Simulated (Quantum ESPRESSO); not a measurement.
**CaO, rock salt: band edges under a change of volume**

How fast do the gaps move when the cell is scaled evenly?

Calculated with Quantum ESPRESSO 7.5, PBEsol, GBRV 1.5 ultrasoft potentials, cutoff 680 eV, Fermi–Dirac smearing 0.02 eV, k-mesh 10×10×10, no spin polarisation, no spin-orbit coupling.

Reference cell, relaxed at zero pressure with PBEsol (Fm-3m): a = 3.3704 Å, b = 3.3704 Å, c = 3.3704 Å, α = 60.00°, β = 60.00°, γ = 60.00°.

```csv
atom,x,y,z
Ca,0.0000,0.0000,0.0000
O,0.5000,0.5000,0.5000
```

Levels are read on the k-mesh and along lines from Γ to X = (0.5, 0, 0.5), L = (0.5, 0.5, 0.5), K = (0.375, 0.375, 0.75) and W = (0.5, 0.25, 0.75) in the reciprocal basis of this cell (the letters only name these points), and count from the highest filled level.

| ln(V/V0) | gap (eV) | direct gap at Γ (eV) | lowest empty at X (eV) |
| --- | --- | --- | --- |
| −0.0619 | 3.506 | 5.335 | 3.506 |
| −0.0408 | 3.524 | 5.149 | 3.524 |
| −0.0202 | 3.538 | 4.971 | 3.538 |
| 0.0000 | 3.550 | 4.801 | 3.550 |
| 0.0198 | 3.559 | 4.638 | 3.559 |
| 0.0583 | 3.572 | 4.333 | 3.572 |

**Question.** Fit the direct gap at Γ and give it at ln(V/V0) = 0.0392, a row left out above.

A straight line through the 6 rows: the means are −0.007467 for ln(V/V0) and 4.8712 for the level, Σ(Δx)² = 0.009361 and ΣΔxΔy = −0.07806, so the slope is −0.07806/0.009361 = −8.3386 and the intercept 4.8712 − (−8.3386)(−0.007467) = 4.8089.

The slope is the volume deformation potential of this gap, −8.34 eV, as a mean over the range. The line gives 4.482 eV. The run itself gives 4.483 eV, so the estimate misses by 0.001 eV; the fitted rows themselves lie up to 0.010 eV off the law.

The gap lies below the direct one at Γ in every row. Semilocal functionals give gaps that are too small, and the error differs from valley to valley, so the order of close valleys can be wrong too.

[Logs are printed without paths, hosts, clocks, repeated set-up lines and the standing remarks that a program may print on its own settings, such as how far it seeks lower states.]
